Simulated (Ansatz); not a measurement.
# HfTeS monolayer, Janus: from the cell to its phonons

How does HfTeS monolayer, Janus vibrate, and is this structure a minimum?

Method: DFT PBEsol, scalar-relativistic, plane waves, PAW; PAW set soft_1, in Ansatz 0.2.0.

This is a report of a sequence of runs, with most program output left out.

## 1. The starting structure

The cell holds 3 atoms: 1 Hf, 1 S and 1 Te. Cell: a = 3.720 Å, b = 3.720 Å, c = 20.000 Å, α = 90.0°, β = 90.0°, γ = 120.0°. It derives from HfTeS. Vacuum lies along c.

## 2. Rough relaxation

The start is far from rest, so a relaxation with loose tolerances brings it close first.

The program solves this slab on a cell height of its own, 30.0 Å, in place of the one typed.

Input file input.yaml:

```yaml
crystal:
  lattice:
    - [3.72, 0.0, 0.0]
    - [-1.86, 3.22161, 0.0]
    - [0.0, 0.0, 20.0]
  atoms:
    - { symbol: Hf, position: [0.0, 0.0, 0.5] }
    - { symbol: S, position: [0.333333, 0.666667, 0.575] }
    - { symbol: Te, position: [0.666667, 0.333333, 0.42] }
  periodic: [true, true, false]
kpoints:
  mp_grid: { grid: [6, 6, 1] }
hamiltonian:
  xc: pbesol
  pseudopotentials: { kind: paw, azcp: { folder: soft_1 }, xc_functional: pbe }
scf:
  occupations: { method: gaussian, width: 0.1 }
output:
  forces: true
  stress: true
  eigenvalues: true
relax:
  adjacent_minimum: "off"
  f_tol: 0.05
  max_steps: 80
  cell: { stress_2d_tol: 0.02 }
```

On the command line:

```console
$ ansatz run input.yaml --threads 4 --pin off --max-ram 16384MiB --backend cpu --events-out ev --progress --plain --runs-dir out
```

Wall time 14 s (4 threads of Arm Neoverse V2, shared host); peak memory 0.67 GiB; 53 s of CPU time.

The steps of the relaxation:

| step | energy less that of the first step (eV) | largest force component (eV/Å) | volume (Å³) |
| --- | --- | --- | --- |
| 1 | 0.0000 | 4.2846 | 359.53 |
| 2 | -0.5875 | 0.6062 | 362.22 |
| 3 | -0.6005 | 0.0274 | 362.91 |
| 4 | -0.6014 | 0.0221 | 360.70 |
| 5 | -0.6015 | 0.0086 | 360.30 |
| 6* | -0.6015 | 0.0085 | 360.30 |

Relaxation steps marked * repeat the geometry before them on a plane-wave basis chosen anew for their cell, so energy and pressure can jump there.

Forces are held to the 6 operations that the run works with; a distortion that breaks them can't arise in this run.

| cell as run | before | after | change |
| --- | --- | --- | --- |
| a (Å) | 3.720 | 3.724 | +0.1 % |
| b (Å) | 3.720 | 3.724 | +0.1 % |

The atoms that moved most (Å, along periodic axes as changes of fractional coordinates times the final cell, across vacuum about the mean position):

| atom | dx | dy | dz | length |
| --- | --- | --- | --- | --- |
| Hf1 | 0.000 | 0.000 | 0.170 | 0.170 |
| Te3 | 0.000 | 0.000 | -0.144 | 0.144 |
| S2 | 0.000 | 0.000 | -0.025 | 0.025 |

Final coordinates:

```xyz
3
Lattice="3.7240 0.0000 0.0000 -1.8620 3.2251 0.0000 0.0000 0.0000 30.0000" Properties=species:S:1:pos:R:3
Hf    0.0000    0.0000   10.1695
S     0.0000    2.1500   11.4748
Te    1.8620    1.0750    8.2557
```

This step gave:

- gap on the k-mesh: 0 eV
- area per atom: 4.003 Å²

The relaxation ends with a largest force component of 0.0085 eV/Å.

## 3. Bringing the structure to rest

Harmonic phonons are second derivatives at a point where the forces vanish, and they are wanted at zero stress, so atoms and cell are relaxed first.

Input file input.yaml:

```yaml
crystal:
  lattice:
    - [3.7239833787, 0.0, 0.0]
    - [-1.8619916894, 3.2250642093, 0.0]
    - [0.0, 0.0, 30.0]
  atoms:
    - { symbol: Hf, position: [0.0, 0.0, 0.3389833575] }
    - { symbol: S, position: [0.3333333333, 0.6666666667, 0.3824941259] }
    - { symbol: Te, position: [0.6666666667, 0.3333333333, 0.2751891833] }
  periodic: [true, true, false]
kpoints:
  mp_grid: { grid: [15, 15, 1] }
hamiltonian:
  xc: pbesol
  pseudopotentials: { kind: paw, azcp: { folder: soft_1 }, xc_functional: pbe }
scf:
  occupations: { method: gaussian, width: 0.1 }
output:
  forces: true
  stress: true
  eigenvalues: true
  write_density: true
  write_potential: true
  elf: true
  volumetric_format: npy
relax:
  adjacent_minimum: "off"
  f_tol: 0.005
  max_steps: 80
  cell: { stress_2d_tol: 0.02 }
```

It took 44 s on 4 threads; peak memory 0.8 GiB; 2.9 min of CPU time.

Relaxation path:

| step | energy less that of the first step (eV) | largest force component (eV/Å) | volume (Å³) |
| --- | --- | --- | --- |
| 1 | 0.0000 | 0.0419 | 360.30 |
| 2 | -0.0001 | 0.0622 | 361.57 |
| 3 | -0.0003 | 0.0217 | 361.82 |
| 4 | -0.0003 | 0.0009 | 362.02 |
| 5* | -0.0004 | 0.0010 | 362.02 |

Relaxation steps marked * repeat the geometry before them on a plane-wave basis chosen anew for their cell, so energy and pressure can jump there.

The run keeps the 6 symmetry operations that it works with, so distortions that break them were not tested.

| cell as run | before | after | change |
| --- | --- | --- | --- |
| a (Å) | 3.724 | 3.733 | +0.2 % |
| b (Å) | 3.724 | 3.733 | +0.2 % |

The relaxed structure:

```cif
data_structure
_symmetry_space_group_name_H-M 'P 1'
_symmetry_Int_Tables_number 1
_cell_length_a 3.7328
_cell_length_b 3.7328
_cell_length_c 30.0000
_cell_angle_alpha 90.000
_cell_angle_beta 90.000
_cell_angle_gamma 120.000
_cell_volume 362.02
loop_
_atom_site_label
_atom_site_type_symbol
_atom_site_fract_x
_atom_site_fract_y
_atom_site_fract_z
_atom_site_occupancy
Hf1 Hf 0.00000 0.00000 0.33893 1
S2 S 0.33333 0.66667 0.38231 1
Te3 Te 0.66667 0.33333 0.27543 1
```

This step gave:

- area per atom: 4.022 Å²

ELF in the ac plane at fractional y = 0.000, with atoms of Hf within 0.2 Å of it. It is the smooth field of the valence electrons, not physical close to the nuclei.

Values, 24 rows by 14 columns, each cell a mean:
```
0.00 0.00 0.00 0.00 0.00 0.00 0.00 0.00 0.00 0.00 0.00 0.00 0.00 0.00
0.00 0.00 0.00 0.00 0.00 0.00 0.00 0.00 0.00 0.00 0.00 0.00 0.00 0.00
0.00 0.00 0.00 0.00 0.00 0.00 0.00 0.00 0.00 0.00 0.00 0.00 0.00 0.00
0.00 0.00 0.00 0.00 0.00 0.00 0.00 0.00 0.00 0.00 0.00 0.00 0.00 0.00
0.00 0.00 0.00 0.00 0.00 0.00 0.00 0.00 0.00 0.00 0.00 0.00 0.00 0.00
0.00 0.00 0.00 0.00 0.00 0.00 0.00 0.00 0.00 0.00 0.00 0.00 0.00 0.00
0.00 0.00 0.00 0.00 0.00 0.00 0.00 0.00 0.00 0.00 0.00 0.00 0.00 0.00
0.00 0.00 0.00 0.00 0.00 0.00 0.00 0.00 0.00 0.00 0.00 0.00 0.00 0.00
0.00 0.00 0.00 0.00 0.00 0.00 0.00 0.00 0.00 0.00 0.00 0.00 0.00 0.00
0.00 0.00 0.00 0.00 0.00 0.00 0.00 0.00 0.00 0.00 0.00 0.00 0.00 0.00
0.00 0.00 0.00 0.00 0.00 0.00 0.00 0.00 0.00 0.00 0.00 0.00 0.00 0.00
0.00 0.00 0.00 0.00 0.00 0.00 0.00 0.00 0.00 0.00 0.00 0.00 0.00 0.00
0.00 0.00 0.00 0.00 0.00 0.01 0.01 0.01 0.01 0.01 0.00 0.00 0.00 0.00
0.01 0.01 0.03 0.07 0.14 0.22 0.29 0.31 0.27 0.20 0.12 0.05 0.02 0.01
0.06 0.07 0.13 0.32 0.54 0.68 0.74 0.75 0.73 0.66 0.50 0.24 0.11 0.07
0.75 0.72 0.61 0.34 0.20 0.31 0.45 0.48 0.41 0.26 0.21 0.43 0.65 0.73
0.42 0.40 0.37 0.33 0.36 0.45 0.51 0.52 0.50 0.43 0.35 0.33 0.38 0.41
0.11 0.15 0.27 0.47 0.59 0.62 0.61 0.60 0.61 0.62 0.57 0.40 0.23 0.14
0.02 0.02 0.05 0.14 0.28 0.42 0.52 0.54 0.50 0.39 0.25 0.11 0.04 0.02
0.00 0.00 0.00 0.01 0.02 0.03 0.05 0.06 0.05 0.03 0.01 0.01 0.00 0.00
0.00 0.00 0.00 0.00 0.00 0.00 0.00 0.00 0.00 0.00 0.00 0.00 0.00 0.00
0.00 0.00 0.00 0.00 0.00 0.00 0.00 0.00 0.00 0.00 0.00 0.00 0.00 0.00
0.00 0.00 0.00 0.00 0.00 0.00 0.00 0.00 0.00 0.00 0.00 0.00 0.00 0.00
0.00 0.00 0.00 0.00 0.00 0.00 0.00 0.00 0.00 0.00 0.00 0.00 0.00 0.00
```
Columns run along a (3.7 Å), rows up along c (30.0 Å). Atoms in or near the plane, at fractional coordinates: Hf at (0.00, 0.34).

Valence density in the ac plane at fractional y = 0.000, with atoms of Hf within 0.2 Å of it. It is the smooth field of the valence electrons, not physical close to the nuclei.

Ten steps, logarithmic in the rise over the least value, from '_' (0 e/Å³) to '@' (26 e/Å³), each cell a mean:
```
____________________________
____________________________
____________________________
____________________________
____________________________
____________________________
____________________________
____________________________
____________________________
____________________________
____________________________
____________________________
____________________________
____________________________
________..............______
@@%%**--..............==##@@
**++--::..............::==++
______................______
____________________________
____________________________
____________________________
____________________________
____________________________
____________________________
```
Columns run along a (3.7 Å), rows up along c (30.0 Å). Atoms in or near the plane, at fractional coordinates: Hf at (0.00, 0.34).

Electrostatic potential energy in the ac plane at fractional y = 0.000, with atoms of Hf within 0.2 Å of it. With pseudopotentials it is smooth inside the atoms' cores, unlike the true potential.

Values in eV, 24 rows by 14 columns, each cell a mean:
```
  0   0   0   0   0   0   0   0   0   0   0   0   0   0
  0   0   0   0   0   0   0   0   0   0   0   0   0   0
  0   0   0   0   0   0   0   0   0   0   0   0   0   0
  0   0   0   0   0   0   0   0   0   0   0   0   0   0
  0   0   0   0   0   0   0   0   0   0   0   0   0   0
  0   0   0   0   0   0   0   0   0   0   0   0   0   0
  0   0   0   0   0   0   0   0   0   0   0   0   0   0
  0   0   0   0   0   0   0   0   0   0   0   0   0   0
  0   0   0   0   0   0   0   0   0   0   0   0   0   0
  0   0   0   0   0   0   0   0   0   0   0   0   0   0
  0   0   0   0   0   0   0   0   0   0   0   0   0   0
  0   0   0   0   0   0   0   0   0   0   0   0   0   0
  0   0   0   0   0   0   0   0   0   0   0   0   0   0
  0   0   0   0   0   0   0   0   0   0   0   0   0   0
 -6  -6  -5  -4  -3  -4  -5  -5  -5  -4  -3  -4  -5  -6
-19 -19 -19 -17 -12  -7  -5  -4  -5  -8 -14 -18 -19 -19
-16 -15 -14 -11  -8  -6  -6  -5  -6  -7  -9 -12 -14 -15
 -2  -2  -2  -3  -5  -8 -10 -11 -10  -7  -5  -3  -2  -2
  0   0   0  -1  -1  -1  -1  -2  -1  -1  -1  -1   0   0
  0   0   0   0   0   0   0   0   0   0   0   0   0   0
  0   0   0   0   0   0   0   0   0   0   0   0   0   0
  0   0   0   0   0   0   0   0   0   0   0   0   0   0
  0   0   0   0   0   0   0   0   0   0   0   0   0   0
  0   0   0   0   0   0   0   0   0   0   0   0   0   0
```
Columns run along a (3.7 Å; values clipped at the 3rd and 97th percentile), rows up along c (30.0 Å). Atoms in or near the plane, at fractional coordinates: Hf at (0.00, 0.34).

## 4. Tight relaxation

Phonons need a cell at rest on their own settings, so the relaxation is repeated with tight tolerances on forces and stress on the k mesh and occupations of the first response run.

input.yaml, the sections that differ from step 3:

```yaml
crystal:
  lattice:
    - [3.7328242436, 0.0, 0.0]
    - [-1.8664121218, 3.2327206228, 0.0]
    - [0.0, 0.0, 30.0]
  atoms:
    - { symbol: Hf, position: [0.0, 0.0, 0.3389322551] }
    - { symbol: S, position: [0.3333333333, 0.6666666667, 0.382305167] }
    - { symbol: Te, position: [0.6666666667, 0.3333333333, 0.2754292446] }
  periodic: [true, true, false]
kpoints:
  mp_grid: { grid: [18, 18, 1] }
scf:
  occupations: { method: methfessel_paxton, width: 0.2 }
relax:
  adjacent_minimum: "off"
  f_tol: 0.001
  max_steps: 60
  cell: { stress_2d_tol: 0.002 }
# hamiltonian, output: as in step 3
```

Run time: 67 s. Hardware: 4 threads; peak memory 0.87 GiB.

Little changed from the start: no atom moved by 0.005 Å and no cell edge by 0.1 %.

Numbers from this step:

- area per atom: 4.03 Å²

ELF in the ac plane at fractional y = 0.333, with atoms of Te within 0.2 Å of it. It is the smooth field of the valence electrons, not physical close to the nuclei.

Ten even steps from '0' (0.00) to '9' (0.77), each cell a mean:
```
00000000000000
00000000000000
00000000000000
00000000000000
00000000000000
00000000000000
00000000000000
00000000000000
00000000000000
00000000000000
00000000000000
00000000000000
00000000000000
23433100000001
89998641000125
33333222222222
43224666555666
74236764211357
31002689999987
00000012333210
00000000000000
00000000000000
00000000000000
00000000000000
```
Columns run along a (3.7 Å), rows up along c (30.0 Å). Atoms in or near the plane, at fractional coordinates: Te at (0.67, 0.28).

Valence density in the ac plane at fractional y = 0.333, with atoms of Te within 0.2 Å of it. It is the smooth field of the valence electrons, not physical close to the nuclei.

Ten steps, logarithmic in the rise over the least value, from '0' (0 e/Å³) to '9' (10 e/Å³), each cell a mean:
```
00000000000000
00000000000000
00000000000000
00000000000000
00000000000000
00000000000000
00000000000000
00000000000000
00000000000000
00000000000000
00000000000000
00000000000000
00000000000000
00000000000000
22332210000011
23333211111112
22222234565433
21112347999753
00000011222211
00000000000000
00000000000000
00000000000000
00000000000000
00000000000000
```
Columns run along a (3.7 Å), rows up along c (30.0 Å). Atoms in or near the plane, at fractional coordinates: Te at (0.67, 0.28).

Electrostatic potential energy in the ac plane at fractional y = 0.333, with atoms of Te within 0.2 Å of it. With pseudopotentials it is smooth inside the atoms' cores, unlike the true potential.

Ten even steps from '_' (-15 eV) to '@' (0 eV), each cell a mean:
```
@@@@@@@@@@@@@@@@@@@@@@@@@@@@
@@@@@@@@@@@@@@@@@@@@@@@@@@@@
@@@@@@@@@@@@@@@@@@@@@@@@@@@@
@@@@@@@@@@@@@@@@@@@@@@@@@@@@
@@@@@@@@@@@@@@@@@@@@@@@@@@@@
@@@@@@@@@@@@@@@@@@@@@@@@@@@@
@@@@@@@@@@@@@@@@@@@@@@@@@@@@
@@@@@@@@@@@@@@@@@@@@@@@@@@@@
@@@@@@@@@@@@@@@@@@@@@@@@@@@@
@@@@@@@@@@@@@@@@@@@@@@@@@@@@
@@@@@@@@@@@@@@@@@@@@@@@@@@@@
@@@@@@@@@@@@@@@@@@@@@@@@@@@@
@@@@@@@@@@@@@@@@@@@@@@@@@@@@
@@@@@@@@@@@@@@@@@@@@@@@@@@@@
##**++****##%%@@@@@@@@@@%%%%
--......::==**##%%%%%%##**++
++++====++++--::::::::::--==
**%%%%%%##--____--++++____..
@@@@@@@@@@@@%%##******####%%
@@@@@@@@@@@@@@@@@@@@@@@@@@@@
@@@@@@@@@@@@@@@@@@@@@@@@@@@@
@@@@@@@@@@@@@@@@@@@@@@@@@@@@
@@@@@@@@@@@@@@@@@@@@@@@@@@@@
@@@@@@@@@@@@@@@@@@@@@@@@@@@@
```
Columns run along a (3.7 Å; values clipped at the 3rd and 97th percentile), rows up along c (30.0 Å). Atoms in or near the plane, at fractional coordinates: Te at (0.67, 0.28).

The largest force component left is 0.038 meV/Å, within the tolerances set.

## 5. Linear response at the zone centre

The zone centre comes first: it holds the modes that light can see, as far as symmetry allows. No field response is asked, since the mesh shows no gap.

input.yaml, the sections that differ from step 4:

```yaml
crystal:
  lattice:
    - [3.7361290231, 0.0, 0.0]
    - [-1.8680645116, 3.2355826459, 0.0]
    - [0.0, 0.0, 30.0]
  atoms:
    - { symbol: Hf, position: [0.0, 0.0, 0.3389232222] }
    - { symbol: S, position: [0.3333333333, 0.6666666667, 0.3822237178] }
    - { symbol: Te, position: [0.6666666667, 0.3333333333, 0.2755197267] }
  periodic: [true, true, false]
output:
  eigenvalues: true
phonons:
  method: dfpt
# kpoints, hamiltonian, scf: as in step 4
# relax: removed
```

It took 3.6 min on 4 threads; peak memory 3 GiB; 14 min of CPU time.

This step gave:

```
sum-rule residual before enforcement                    : 1.05e-4 eV/Å²
point group                                             : 3m
highest optical mode at the zone centre (no LO-TO term) : 292.2 cm⁻¹
lowest optical zone-centre mode                         : 89.88 cm⁻¹
```

Patterns of degenerate modes are one choice out of their space. Modes at Γ, with each element's share of the kinetic energy:

| mode | frequency (cm⁻¹) | symmetry | Hf % | S % | Te % |
| --- | --- | --- | --- | --- | --- |
| 1 | 0.0 | acoustic | 53 | 9 | 38 |
| 2 | 0.0 | acoustic | 53 | 9 | 38 |
| 3 | 0.0 | acoustic | 53 | 9 | 38 |
| 4 | 89.9 | E | 39 | 1 | 60 |
| 5 | 89.9 | E | 39 | 1 | 60 |
| 6 | 178.7 | A1 | 30 | 8 | 62 |
| 7 | 228.2 | E | 8 | 90 | 2 |
| 8 | 228.2 | E | 8 | 90 | 2 |
| 9 | 292.2 | A1 | 17 | 83 | 0 |

Displacements in mode 4 (89.9 cm⁻¹), the largest set to 1:
```
Hf1  0.06 -0.68  0.00
S2   0.02 -0.20  0.00
Te3 -0.08  1.00  0.00
```

Displacements in mode 9 (292.2 cm⁻¹), the largest set to 1:
```
Hf1  0.00  0.00 -0.19
S2   0.00  0.00  1.00
Te3  0.00  0.00  0.02
```

Before it was imposed, the acoustic sum rule was missed by 1.1e-4 eV/Å². Small misses are needed for a sound result but don't prove that mesh and cutoff are converged. The lowest optical mode is real, 89.9 cm⁻¹.

## 6. Response at finite wavevector

Stability and thermal properties need the whole zone. Linear response on a 4×4×1 q mesh gives force constants as far as a supercell of that size would.

Changes to input.yaml since step 5:

```diff
@@ -11,3 +11,3 @@
 kpoints:
-  mp_grid: { grid: [18, 18, 1] }
+  mp_grid: { grid: [20, 20, 1] }
 hamiltonian:
@@ -21 +21,10 @@
   method: dfpt
+  qmesh: [4, 4, 1]
+  temperatures: { t_max: 1000, t_step: 50 }
+  qpath:
+    path:
+      - [0.0, 0.0, 0.0]
+      - [0.5, 0.0, 0.0]
+      - [0.33333333, 0.33333333, 0.0]
+      - [0.0, 0.0, 0.0]
+    npoints: 10
```

It took 28 min on 4 threads; peak memory 7.8 GiB.

This step gave:

```
sum-rule residual before enforcement                    : 2.96e-5 eV/Å²
lowest frequency on the path                            : -3.260 cm⁻¹
highest frequency on the path or at a solved wavevector : 292.1 cm⁻¹
highest optical mode at the zone centre (no LO-TO term) : 292.1 cm⁻¹
lowest optical zone-centre mode                         : 90.2 cm⁻¹
lowest mode on the q mesh (acoustic modes at Γ apart)   : 32.4 cm⁻¹
```

Frequencies (cm⁻¹) solved at each irreducible wavevector; negative means imaginary. Frequencies by wavevector, by row:

| q in reciprocal lattice units | star | mode 1 | mode 2 | mode 3 | mode 4 | mode 5 | mode 6 | mode 7 | mode 8 | mode 9 |
| --- | --- | --- | --- | --- | --- | --- | --- | --- | --- | --- |
| 0 0 0 | 1 | 0 | 0 | 0 | 90.2 | 90.2 | 178.1 | 227.7 | 227.7 | 292.1 |
| 0 0.25 0 | 6 | 32.4 | 51.7 | 83.3 | 93.5 | 133.2 | 166.2 | 237.3 | 265 | 284.1 |
| 0 -0.5 0 | 3 | 59 | 62.5 | 81.9 | 113 | 145.6 | 157.2 | 234.4 | 266.6 | 285.1 |
| 0.25 0.25 0 | 6 | 57.1 | 85.3 | 106.5 | 127.5 | 143.1 | 152.8 | 255.6 | 269.8 | 281.8 |

Interpolated from a 4×4×1 q mesh. Phonon branches along the path, in cm⁻¹:

| point | branch 1 | branch 2 | branch 3 | branch 4 | branch 5 | branch 6 | branch 7 | branch 8 | branch 9 |
| --- | --- | --- | --- | --- | --- | --- | --- | --- | --- |
| Γ | 0 | 0 | 0 | 90 | 90 | 178 | 228 | 228 | 292 |
| halfway | 32 | 52 | 83 | 94 | 133 | 166 | 237 | 265 | 284 |
| M | 59 | 62 | 82 | 113 | 146 | 157 | 234 | 267 | 285 |
| halfway | 61 | 86 | 104 | 119 | 145 | 155 | 249 | 269 | 284 |
| K | 62 | 102 | 105 | 140 | 144 | 150 | 262 | 271 | 284 |
| halfway | 38 | 64 | 87 | 108 | 135 | 162 | 245 | 266 | 282 |
| Γ | 0 | 0 | 0 | 90 | 90 | 178 | 228 | 228 | 292 |

Tetrahedra on a 20×20×1 mesh, mean over bins of 5 cm-1. Interpolated from a 4×4×1 q mesh. Phonon density of states against wavenumber; read off at these points:

| wavenumber (cm⁻¹) | phonon density of states (1/cm⁻¹/cell) |
| --- | --- |
| -2 | 0.00524 |
| 8 | 0.00536 |
| 12 | 0.00736 |
| 22 | 0.0106 |
| 28 | 0.0129 |
| 38 | 0.0182 |
| 48 | 0.0285 |
| 52 | 0.0388 |
| 62 | 0.0711 |
| 68 | 0.0280 |
| 78 | 0.0240 |
| 88 | 0.0424 |
| 92 | 0.0742 |
| 102 | 0.0511 |
| 108 | 0.0623 |
| 118 | 0.0230 |
| 128 | 0.0190 |
| 132 | 0.0207 |
| 142 | 0.0737 |
| 148 | 0.0547 |
| 158 | 0.0790 |
| 162 | 0.0270 |
| 172 | 0.0184 |
| 182 | 0 |
| 188 | 0 |
| 198 | 0 |
| 202 | 0 |
| 212 | 0 |
| 222 | 0 |
| 228 | 0.00652 |
| 238 | 0.0707 |
| 242 | 0.0441 |
| 252 | 0.0287 |
| 262 | 0.0181 |
| 268 | 0.134 |
| 278 | 0 |
| 282 | 0.137 |
| 292 | 0.00714 |

[end of part 1 of 2]

[Logs are printed without paths, hosts, clocks, repeated set-up lines and the standing remarks that a program may print on its own settings, such as how far it seeks lower states.]

[Hosts, paths, dates, database ids (printed as entryN), source tags and the programs' standing remarks are cut or masked in the printed files.]
